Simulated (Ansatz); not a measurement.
# Electron scattering at the Σ5 (210) boundary in bcc Ta, starting shift (0.33, 0), part 2 of 3

How much does the Σ5 (210) boundary in bcc Ta, starting shift (0.33, 0) reflect electrons?

Ansatz 0.2.0; Ansatz plane-wave DFT, PBE, PAW files; relaxation of a bicrystal slab with its lowest layers held; PAW set soft_1 (the session's first sound run).

So far. Step 2 (Relaxing the bicrystal): The largest force component on a free atom ends at 0.020 eV/Å, under the tolerance of 0.03, after 12 steps.

## 3. Transmission across the boundary

Bulk layers of each grain are laid under and over the relaxed boundary, and a lead is named in the middle of each, away from the free faces. The mesh across the current, 10×20, is finer than the density's, because channels open and close sharply across the zone. Energies from -0.1 to 0.1 eV in steps of 0.05 eV are too few for the program's thermal sum, so it prints no conductance; for a metal the transmission near the Fermi level serves, at a fraction of the cost.

This step: Ansatz plane-wave DFT, PBE, PAW files; ballistic transport by layer matching (Landauer), zero bias; boundary relaxed in a short slab, bulk layers laid on; PAW set soft_1 (Ansatz 0.2.0).

System of this step: Σ5 (210) boundary in bcc Ta, starting shift (0.33, 0). The cell holds 57 atoms: 57 Ta. Cell: a = 7.385 Å, b = 3.303 Å, c = 49.664 Å, α = 90.0°, β = 90.0°, γ = 90.0°. It derives from Ta. Regions: lower grain, 24 atoms (24 Ta); boundary, 14 atoms (14 Ta); upper grain, 19 atoms (19 Ta). Vacuum lies along c.

input.yaml reads:

```yaml
crystal:
  lattice:
    - [7.3847486598, 0.0, 0.0]
    - [0.0, 3.30256, 0.0]
    - [0.0, 0.0, 49.6643601386]
  atoms:
    - { symbol: Ta, position: [-9.2999999999, -15.5, 0.0805406531] }
    - { symbol: Ta, position: [-8.9999999999, -15.0, 0.0954099651] }
    - { symbol: Ta, position: [-8.6999999999, -14.5, 0.1102792771] }
    - { symbol: Ta, position: [-8.3999999999, -14.0, 0.1251485891] }
    - { symbol: Ta, position: [-8.0999999999, -13.5, 0.1400179011] }
    - { symbol: Ta, position: [-7.7999999999, -13.0, 0.1548872131] }
    - { symbol: Ta, position: [-7.4999999999, -12.5, 0.1697565251] }
    - { symbol: Ta, position: [-7.1999999999, -12.0, 0.184625837] }
    - { symbol: Ta, position: [-6.8999999999, -11.5, 0.199495149] }
    - { symbol: Ta, position: [-6.5999999999, -11.0, 0.214364461] }
    - { symbol: Ta, position: [-6.2999999999, -10.5, 0.229233773] }
    - { symbol: Ta, position: [-5.9999999999, -10.0, 0.244103085] }
    - { symbol: Ta, position: [-5.6999999999, -9.5, 0.258972397] }
    - { symbol: Ta, position: [-5.3999999999, -9.0, 0.273841709] }
    - { symbol: Ta, position: [-5.0999999999, -8.5, 0.288711021] }
    - { symbol: Ta, position: [-4.8, -8.0, 0.303580333] }
    - { symbol: Ta, position: [-4.5, -7.5, 0.318449645] }
    - { symbol: Ta, position: [-4.2, -7.0, 0.333318957] }
    - { symbol: Ta, position: [-3.9, -6.5, 0.348188269] }
    - { symbol: Ta, position: [-3.6, -6.0, 0.363057581] }
    - { symbol: Ta, position: [-3.3, -5.5, 0.377926893] }
    - { symbol: Ta, position: [-3.0, -5.0, 0.392796205] }
    - { symbol: Ta, position: [-2.7, -4.5, 0.407665517] }
    - { symbol: Ta, position: [-2.4, -4.0, 0.422534829] }
    - { symbol: Ta, position: [0.9, 0.5, 0.437404141] }
    - { symbol: Ta, position: [0.2006529328, 0.0, 0.4522583401] }
    - { symbol: Ta, position: [0.4975074456, 0.5, 0.4677067446] }
    - { symbol: Ta, position: [0.8038058407, 0.0, 0.482119548] }
    - { symbol: Ta, position: [0.1090873323, 0.5, 0.4974281717] }
    - { symbol: Ta, position: [0.4026643622, 0.0, 0.5149692204] }
    - { symbol: Ta, position: [0.7088865029, 0.5, 0.5252321783] }
    - { symbol: Ta, position: [0.0178122162, 0.0, 0.5408688317] }
    - { symbol: Ta, position: [0.6324170524, 0.0, 0.5673147433] }
    - { symbol: Ta, position: [0.3169683773, 0.5, 0.5670184112] }
    - { symbol: Ta, position: [0.0287345888, 0.0, 0.59419637] }
    - { symbol: Ta, position: [0.7199513934, 0.5, 0.6091014307] }
    - { symbol: Ta, position: [0.4135498856, 0.0, 0.6198281322] }
    - { symbol: Ta, position: [0.1193985714, 0.5, 0.636942419] }
    - { symbol: Ta, position: [-2.1806014286, -4.0, 0.651811731] }
    - { symbol: Ta, position: [-2.4806014286, -4.5, 0.666681043] }
    - { symbol: Ta, position: [-2.7806014286, -5.0, 0.681550355] }
    - { symbol: Ta, position: [-3.0806014286, -5.5, 0.696419667] }
    - { symbol: Ta, position: [-3.3806014286, -6.0, 0.711288979] }
    - { symbol: Ta, position: [-3.6806014286, -6.5, 0.726158291] }
    - { symbol: Ta, position: [-3.9806014286, -7.0, 0.741027603] }
    - { symbol: Ta, position: [-4.2806014286, -7.5, 0.755896915] }
    - { symbol: Ta, position: [-4.5806014286, -8.0, 0.770766227] }
    - { symbol: Ta, position: [-4.8806014286, -8.5, 0.785635539] }
    - { symbol: Ta, position: [-5.1806014286, -9.0, 0.800504851] }
    - { symbol: Ta, position: [-5.4806014286, -9.5, 0.815374163] }
    - { symbol: Ta, position: [-5.7806014286, -10.0, 0.8302434749] }
    - { symbol: Ta, position: [-6.0806014286, -10.5, 0.8451127869] }
    - { symbol: Ta, position: [-6.3806014286, -11.0, 0.8599820989] }
    - { symbol: Ta, position: [-6.6806014286, -11.5, 0.8748514109] }
    - { symbol: Ta, position: [-6.9806014286, -12.0, 0.8897207229] }
    - { symbol: Ta, position: [-7.2806014286, -12.5, 0.9045900349] }
    - { symbol: Ta, position: [-7.5806014285, -13.0, 0.9194593469] }
kpoints:
  mp_grid: { grid: [4, 8, 1] }
hamiltonian:
  xc: pbe
  pseudopotentials: { kind: paw, azcp: { folder: soft_1 } }
scf:
  occupations: { method: fermi_dirac, width: 0.1 }
output:
  transmission:
    leads: [[13, 14], [46, 47]]
    kmesh: [10, 20]
    e_range: [-0.1, 0.1]
    de: 0.05
  write_potential: true
  write_density: true
  volumetric_format: npy
  elf: true
```

Started as:

```sh
$ ansatz run input.yaml --threads 4 --pin off --max-ram 15360MiB --backend cpu --events-out ev --progress --plain --runs-dir out
```

Numbers of over 12 decimals in the logs are rounded to 6 here.

Output:

```text
[...]
Crystal: 57 atoms, lattice volume = 1211.243 Å³
Basis set: ecut = 420 eV, 23887 PW (Γ)
Bands: 445, of which v1, the nominal top of the filled ones, is band 371 counted from 1 (370 counted from 0)
Symmetry: 2 space group operations
[...]
k-points: 15 of 32 (time reversal used)
[...]
SCF iter   1: F=—  HF=-566206.502641 eV  |F-HF|=—  |Δ(HF+E_count)|=         —  Δρ=5.12e-2  dr2=1.38e3  ethr=3.10e-3  ⟨swp⟩=8.7  Hψ=29281  notcnv=0  defer=121
[...]
SCF iter  12: F=-566184.921360 eV  HF=-566184.921360 eV  |F-HF|=5.12e-8  |Δ(HF+E_count)|=   5.24e-7  Δρ=1.88e-6  dr2=8.06e-8  ethr=1.35e-11  ⟨swp⟩=22.5  Hψ=28161  notcnv=0
SCF 1 converged in 12 iterations: F = -566184.921360 eV  dr2 = 8.06e-8
[...]
transmission: 410 of 4092 steps passed
transmission: 820 of 4092 steps passed
[...]
transmission: 4092 of 4092 steps passed
WARN: The input density's exchange-correlation potential varies sharply where the density is thin. Do not read a vacuum level from v_tot or v_xc, or from such a field of the output density. On a cell that repeats whose density bears no net charge and no dipole along the vacuum's axis use v_es (v_loc + v_h of the components); under efield.dipole_correction with no amplitude use v_es + v_field, which holds any external [...]
SCF converged after 12 iterations
Free energy (F): -566184.921360 eV
[...]
Internal energy: -566182.548639 eV  (E = F + TS)
E sigma→0 (E₀):  -566183.734999 eV
Entropy (-TS):   -2.372721 eV (-41.627 meV/atom)
Fermi energy:    15.207915 eV
[...]
--- Band table (eV; the first three rows and the last of 15) ---
  k-point 0: bands = [... 367 lower, 15.4590, 15.5042, 15.5475, 15.6040, 15.6290, 15.6415, 15.6746, 15.6982, ... 70 higher]
  k-point 1: bands = [... 367 lower, 15.1949, 15.2264, 15.2330, 15.2808, 15.3173, 15.3438, 15.3704, 15.3952, ... 70 higher]
  k-point 2: bands = [... 367 lower, 14.7291, 14.7423, 14.7537, 14.7647, 14.7766, 14.8152, 14.8266, 14.8459, ... 70 higher]
  k-point 14: bands = [... 367 lower, 14.9787, 14.9885, 14.9888, 14.9940, 14.9968, 15.0029, 15.0136, 15.0240, ... 70 higher]
--- Transmission ---
  basis      : 219 plane waves across, 62 finite elements along
  points     : 66, standing for a mesh of 10 x 20
  energies   : 5 from -0.100000 to 0.100000 eV about the Fermi level, 0.050000 eV apart; the leads are filled to 0.000000 eV, and channels, transmission and decay are at 0.000000 eV
  crystal 0  : Ta3, at the sites [13, 14], period 2.2154 Å, over 19.20 Å; its Hamiltonian steps by up to 8.8 meV
    offset         : up to 0.0000 Å between an atom of the period and one for which it stands
    channels       : 5.525000e0 a spin
    conductance    : none, the energies end too early or step too widely for 300 K: set another output.transmission.e_range or a lower de, or, where they end at an eighth of basis.ecutwfc, a higher one
[...]
channels       : 5.525000e0 a spin
[...]
junction   : crystal 0 to crystal 1, 13.56 to 36.76 Å
    transmission   : 2.560502e0 a spin
[...]
```

Run time: 25 min. Hardware: 4 threads of Arm Neoverse V1, shared host; peak memory 11 GiB.

Numbers from this step:

```yaml
free_energy: -566184.9214 eV
energy_at_zero_smearing: -566183.7350 eV
fermi_energy: 15.21 eV
cell_area: 24.39 Å²
transmission_per_spin_nearest_the_fermi_level: 2.561
open_channels_per_spin_nearest_the_fermi_level: 5.525
open_channels_per_spin_upper_lead: 5.525
step_of_the_lead_s_potential: 8.8 meV
step_of_the_upper_lead_s_potential: 16.9 meV
```

Per spin. The transmission, zone mean by energy, zero at the Fermi level:

```
energy (eV)  transmission, zone mean
    -0.1000                     2.70
    -0.0500                     2.59
     0.0000                     2.56
     0.0500                     2.49
     0.1000                     2.38
```

Per spin. Open channels, zone mean against energy, zero at the Fermi level:

```
energy (eV)  lead  upper lead
    -0.1000  6.09        6.09
    -0.0500  5.67        5.70
     0.0000  5.53        5.53
     0.0500  5.25        5.28
     0.1000  5.04        5.07
```

Transmission over k1 and k2. At 0.0000 eV from the Fermi level.

Ten even steps from '_' (0.43) to '@' (4.70):
```
--==++++==**==++++==
--==++++++++++++++==
....--==++++++==--..
____....::..::....__
----..............--
==++==----::----==++
++++****++**++****++
%%########**########
@@@@@@@@##**##@@@@@@
%%@@@@@@##**##@@@@@@
@@@@@@@@##**##@@@@@@
%%########**########
++++****++**++****++
==++==----::----==++
----..............--
____....::..::....__
....--==++++++==--..
--==++++++++++++++==
--==++++==**==++++==
--==++++==**==++++==
```
Columns: k1 (b1) from -0.5 to 0.4; rows upwards: k2 (b2) from -0.5 to 0.45.

Open channels over k1 and k2. At 0.0000 eV from the Fermi level.

Ten even steps from '_' (2.00) to '@' (8.00):
```
__++******@@******++
--++****%%%%%%****++
--..**%%**++**%%**..
--..__..--..--..__..
--++++..........++++
******++--..--++****
**%%%%**++++++**%%%%
@@%%%%%%%%++%%%%%%%%
@@%%%%%%%%++%%%%%%%%
@@%%%%%%%%%%%%%%%%%%
@@%%%%%%%%++%%%%%%%%
@@%%%%%%%%++%%%%%%%%
**%%%%**++++++**%%%%
******++--..--++****
--++++..........++++
--..__..--..--..__..
--..**%%**++**%%**..
--++****%%%%%%****++
__++******@@******++
__********@@********
```
Columns: k1 (b1) from -0.5 to 0.4; rows upwards: k2 (b2) from -0.5 to 0.45.

Valence density in the ca plane at fractional y = 0.000, with atoms of Ta within 0.2 Å of it. It is the smooth field of the valence electrons, not physical close to the nuclei.

Ten even steps from '0' (0.0 e/Å³) to '9' (4.5 e/Å³), each cell a mean:
```
00000014896100001100000000138972000000000000
00000001232000014531000000012320000000000000
00000000000000149982000000000000000000000000
00000000000000169893000000000000000000000000
00001100000000148972000011000000000000000000
00024531000000012320000145310000000000000000
00159982000000000000001499830000000000000000
00169893000000000000001598930000000000000000
00148961000011000000001389720000110000000000
00013320000145310000000123200001453100000000
00000000001499720000000000000014998300000000
00000000001698930000000000000015989400000000
11000000001489620000110000000003897200000000
55310000000123200001453100000001232000000000
99720000000000000014998300000000000000000000
98830000000000000016989300000000000000000000
89610000110000000003896200001100000000000000
33200002453100000001332000014531000000000000
00000015997200000000000000149982000000000000
00000016989300000000000000159893000000000000
```
Columns run along c (16.0 Å, from fractional 0.68 to 1.00 of the cell), rows up along a (7.4 Å). Atoms in or near the plane, at fractional coordinates: Ta at (0.68, 0.22), Ta at (0.71, 0.62), Ta at (0.74, 0.02), Ta at (0.77, 0.42), Ta at (0.80, 0.82), Ta at (0.83, 0.22), Ta at (0.86, 0.62), Ta at (0.89, 0.02), Ta at (0.92, 0.42).

Electrostatic potential energy in the ca plane at fractional y = 0.000, with atoms of Ta within 0.2 Å of it. With pseudopotentials it is smooth inside the atoms' cores, unlike the true potential.

Values in eV, 11 rows by 16 columns, each cell a mean:
```
 16  17   1 -24  10   8  -4  14  17  11 -24  -1  18  19  19  19
 15  17  15  11  16 -12 -38   8  17  16  11  15  19  20  19  19
 15   6   9  17  16  -7 -31  10  10   4  16  17  19  20  19  19
 13 -28 -19  15  17  13   7  15 -13 -32  11  17  18  19  19  19
 13 -30 -20  15  10  13  17  16 -14 -34  11  12   9  17  19  19
 16   3   7  13 -25 -10  16  17   9   2  15 -12 -25  12  18  19
 12  16  17  11 -36 -19  16  12  15  16  16 -22 -36  10  18  19
-22   9  17  15  -5   4  12 -19  -2  16  17   2  -6  14  18  19
-44   1  16  14  15  16   8 -40 -16  16  14  15  15  17  19  19
-17  10   6 -13  12  17  13 -14   1  12 -12   4  17  19  19  19
 14  16  -9 -43   4  17  16  14  16   6 -42 -13  17  19  19  19
```
Columns run along c (16.0 Å, from fractional 0.68 to 1.00 of the cell; values clipped at the 3rd and 97th percentile), rows up along a (7.4 Å). Atoms in or near the plane, at fractional coordinates: Ta at (0.68, 0.22), Ta at (0.71, 0.62), Ta at (0.74, 0.02), Ta at (0.77, 0.42), Ta at (0.80, 0.82), Ta at (0.83, 0.22), Ta at (0.86, 0.62), Ta at (0.89, 0.02), Ta at (0.92, 0.42).

ELF in the ca plane at fractional y = 0.000, with atoms of Ta within 0.2 Å of it. It is the smooth field of the valence electrons, not physical close to the nuclei.

Ten even steps from '0' (0.00) to '9' (0.72), each cell a mean:
```
67666538999425533323676676479895223321000000
46656633675244248973466567435753355431000000
36667753233564388696366677632335677642100000
36765445566774496287367654455567787653100000
35433323676665379894255333236776677753100000
44248863466566336752452489634665678763210000
64388696366677532335642786963676788753100000
74495296367654455667743961872577665432100000
75389894355333236766653798942564443211100000
76336752442488634665664357523534897311100000
77532335643886963666775323346537869721100000
54455667744952863676554556667538628831100000
33236766653898942553332367666637989721100000
99634665663367524524896346656753687311100000
76963666775323356428869636666874332111000000
52963676544556677539628725655555433221000000
98943553332367666537989425533332333221000000
67524424886346656633675235348873122211000000
23356428869636667753233465378698211110000000
56677449528726765545566675386188211110000000
```
Columns run along c (16.0 Å, from fractional 0.68 to 1.00 of the cell), rows up along a (7.4 Å). Atoms in or near the plane, at fractional coordinates: Ta at (0.68, 0.22), Ta at (0.71, 0.62), Ta at (0.74, 0.02), Ta at (0.77, 0.42), Ta at (0.80, 0.82), Ta at (0.83, 0.22), Ta at (0.86, 0.62), Ta at (0.89, 0.02), Ta at (0.92, 0.42).

Over the solved energies the transmission per spin lies between 2.38 and 2.70, out of 5.52 channels of the lead on average (up to 6.09).

## 4. Specific resistance

This step: Ansatz plane-wave DFT, PBE, PAW files; ballistic transport by layer matching (Landauer), zero bias; specific resistance of the boundary; PAW set soft_1 (Ansatz 0.2.0).

This step gave:

```yaml
area_resistance: 0.6671 fΩ m²
t_over_the_leads_mean_channel_count: 0.4606
```

Averaged over the energies near the Fermi level, 46.1 % of the channels pass, which makes 0.667 fΩ m².

By hand, with T and the leads' channels N averaged over the energies near the Fermi level: RA = A (h/2e²)(1/T − ½[1/N₁ + 1/N₂]) = 24.39×10⁻²⁰ m² × 12 906 Ω × (1/2.545 − ½[1/5.519 + 1/5.531]) = 0.667 fΩ m².

(Part 2 of 3 ends here.)

[Logs are printed without paths, hosts, clocks, repeated set-up lines and the standing remarks that a program may print on its own settings, such as how far it seeks lower states.]

[Hosts, paths, dates, database ids (printed as entryN), source tags and the programs' standing remarks are cut or masked in the printed files.]
